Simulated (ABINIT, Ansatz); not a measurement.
## Sr2MgH6 (P-3m1): changed settings of a GW run in ABINIT

What do changed inputs do to GW on Sr2MgH6 (P-3m1)?

Program: ABINIT 10.8.3. Level of theory: PBEsol and many-body steps on it, plane waves. Results are calculated unless marked as measured.

Report form: the programs' logs are mostly left out.

## (1) Starting point

The structure is trigonal, space group P-3m1 (No. 164). The conventional cell has a = 5.475 Å, b = 5.475 Å, c = 4.188 Å, α = 90.00°, β = 90.00°, γ = 120.00°. Sr has 12 H at 2.56 to 2.74 Å nearest. Mg has 6 H at 1.94 Å nearest. Nearest to H lie 1 Mg at 1.94 Å and 4 Sr at 2.56 to 2.74 Å and 6 H at 2.58 to 2.78 Å. Farther neighbours are not listed.

The cell and positions are those that the Materials Project relaxed with its own functionals (PBE, PBE+U or r2SCAN), kept fixed.

## (2) Screening, 3×3×2 mesh, 90 bands, screening to 114.3 eV

This step: ABINIT 10.8.3; RPA screening on PBEsol, plane waves, norm-conserving pseudopotentials.

The RPA dielectric matrix is built and inverted for each q.

run.abi reads:

```
acell 3*1.0 Angstrom
rprim 
  5.475438295790 0.000000000002 0.000000000000
  -2.737719147897 4.741868661007 0.000000000000
  0.000000000000 0.000000000000 4.188467730000
ntypat 3
znucl 38 12 1
natom 9
typat 1 1 2 3 3 3 3 3 3
xred 
  0.666666666667 0.333333333333 0.263532570000
  0.333333333333 0.666666666667 0.736467430000
  0.000000000000 0.000000000000 0.000000000000
  0.823459443333 0.646918886667 0.765248350000
  0.823459443333 0.176540556667 0.765248350000
  0.353081113333 0.176540556667 0.765248350000
  0.176540556667 0.353081113333 0.234751650000
  0.176540556667 0.823459443333 0.234751650000
  0.646918886667 0.823459443333 0.234751650000
pp_dirpath "pseudos"
pseudos "Sr.upf, Mg.upf, H.upf"
ecut 38
ngkpt 3 3 2
nshiftk 1
shiftk 0 0 0
kptopt 1
chksymbreak 0
istwfk *1
occopt 1
irdwfk 1
optdriver 3
nband 90
ecuteps 4.2
inclvkb 2
awtr 1
symchi 1
indata_prefix "in"
outdata_prefix "out"
tmpdata_prefix "tmp"
```

Run with:

```sh
$ OMP_NUM_THREADS=1 mpirun -n 4 abinit run.abi > log
```

Run time: 27 s. Hardware: 4 MPI ranks of Arm Neoverse V1, shared host; peak memory 1.1 GiB.

This step gave:

* ε∞ with local fields, on this mesh, along the program's q direction: 5.730
* the same without local fields: 6.372
* plasma frequency: 21.36 eV
* plane waves in the screening matrix: 283

Local fields lower ε∞ by 10 %. On a Γ-centred mesh this coarse the value itself is usually too large, while a short band sum pulls it down.

## (3) Base

The self-energy is evaluated for the states that the input lists, and the levels follow from it, in one-shot runs by the linearised quasiparticle equation.

This step: G0W0 on PBEsol, plane waves, norm-conserving pseudopotentials.

run.abi, as its differences from that of step 2:

```diff
@@ -30,8 +30,17 @@
 irdwfk 1
-optdriver 3
+optdriver 4
 nband 90
+gwcalctyp 0
+ecutsigx 38
+symsigma 1
+nkptgw 2
+kptgw 
+  0.3333333333 0.3333333333 0.0000000000
+  0.0000000000 0.0000000000 0.0000000000
+bdgw 
+  16 20
+  17 21
 ecuteps 4.2
-inclvkb 2
-awtr 1
-symchi 1
+irdscr 1
+ppmodel 1
 indata_prefix "in"
```

The job ended after 10 s (4 MPI ranks; peak memory 0.88 GiB; 41 s of CPU time).

This step gave:

- G0W0 gap on the points computed: 4.169 eV
- starting gap on the mesh: 2.528 eV
- k of the valence top: 0.3333, 0.3333, 0
- k of the conduction bottom: 0, 0, 0
- Z at the valence top: 0.788
- Z at the conduction bottom: 0.825
- least direct G0W0 gap on the computed points: 4.562 eV

The gap on the mesh goes from 2.53 eV to 4.17 eV, a correction of +1.64 eV.

## (4) Smaller part of the screening matrix

run.abi, as its differences from that of step 3:

```diff
@@ -42,3 +42,3 @@
   17 21
-ecuteps 4.2
+ecuteps 2.1
 irdscr 1
```

Run time: 5.4 s. Hardware: 4 MPI ranks; peak memory 0.76 GiB.

Numbers from this step:

```
G0W0 gap on the points computed              : 4.099 eV
starting gap on the mesh                     : 2.528 eV
k of the valence top                         : 0.3333, 0.3333, 0
k of the conduction bottom                   : 0, 0, 0
Z at the valence top                         : 0.794
Z at the conduction bottom                   : 0.825
least direct G0W0 gap on the computed points : 4.501 eV
```

## (5) More bands than the file holds

run.abi, as its differences from that of step 4:

```diff
@@ -31,3 +31,3 @@
 optdriver 4
-nband 90
+nband 582
 gwcalctyp 0
@@ -42,3 +42,3 @@
   17 21
-ecuteps 2.1
+ecuteps 4.2
 irdscr 1
```

The job ended after 2.3 s (4 MPI ranks; peak memory 0.06 GiB).

The run stopped with an error after 2.3 s.

The program's words: Number of bands stored WFK file is less than required. WFK mband: 212, self-energy nband: 582

The fault put into this input: more bands than the file holds.

## (6) The runs together

Times are wall times on 4 MPI ranks of Arm Neoverse V1, shared host, good to a factor of about two. A run's time includes the screening step that it read.

| run | mesh | bands | screening cutoff (eV) | DFT gap (eV) | gap on the mesh (eV) | direct (eV) | ε∞ used | time |
| --- | --- | --- | --- | --- | --- | --- | --- | --- |
| base | 3×3×2 | 90 | 114.3 | 2.528 | 4.169 | 4.562 | 5.73 | 37 s |
| smaller part of the screening matrix | 3×3×2 | 90 | 57.1 | 2.528 | 4.099 | 4.501 | 5.73 | 32 s |

## (7) Summary of results

| Quantity | Value |
| --- | --- |
| base | 4.169 eV |
| smaller part of the screening matrix | 4.099 eV |
| known limits | not at the basis limit; no spin-orbit coupling; coarse k mesh |

What this shows: Smaller part of the screening matrix: −0.070 eV against base (keys changed: ecuteps). Bands and cutoff are finite, so the gap is not at the basis limit. The miss can reach some tenths of an eV and take either sign; the mesh is an error of its own. In the G0W0 runs levels were corrected at 2 k points alone, so a gap called «on the mesh» is the least over those, and an edge elsewhere would be missed. The 3×3×2 mesh is coarse for this cell, which bears on the long-range parts of exchange and screening. The many-body steps are scalar-relativistic: spin-orbit coupling is not in them.

[Paths, hosts, dates, memory and timing lines, banners, echoed tables and standing remarks are left out of the program output.]

[Logs are printed without paths, hosts, clocks, repeated set-up lines and the standing remarks that a program may print on its own settings, such as how far it seeks lower states.]

[Runs of the session that timed out or met a known fault of the program may be left out.]

[Hosts, paths, dates, database ids (printed as entryN), source tags and the programs' standing remarks are cut or masked in the printed files.]

[G0W0 gaps are taken among the corrected bands and points alone; a level outside them can change the order at an edge.]

[Where Ansatz stands beside ABINIT at settings called matched, ABINIT's density can come from a denser mesh and the files from another edition; pairs whose starting gaps differed by over 0.03 eV were left out, so agreement reads better than it is.]
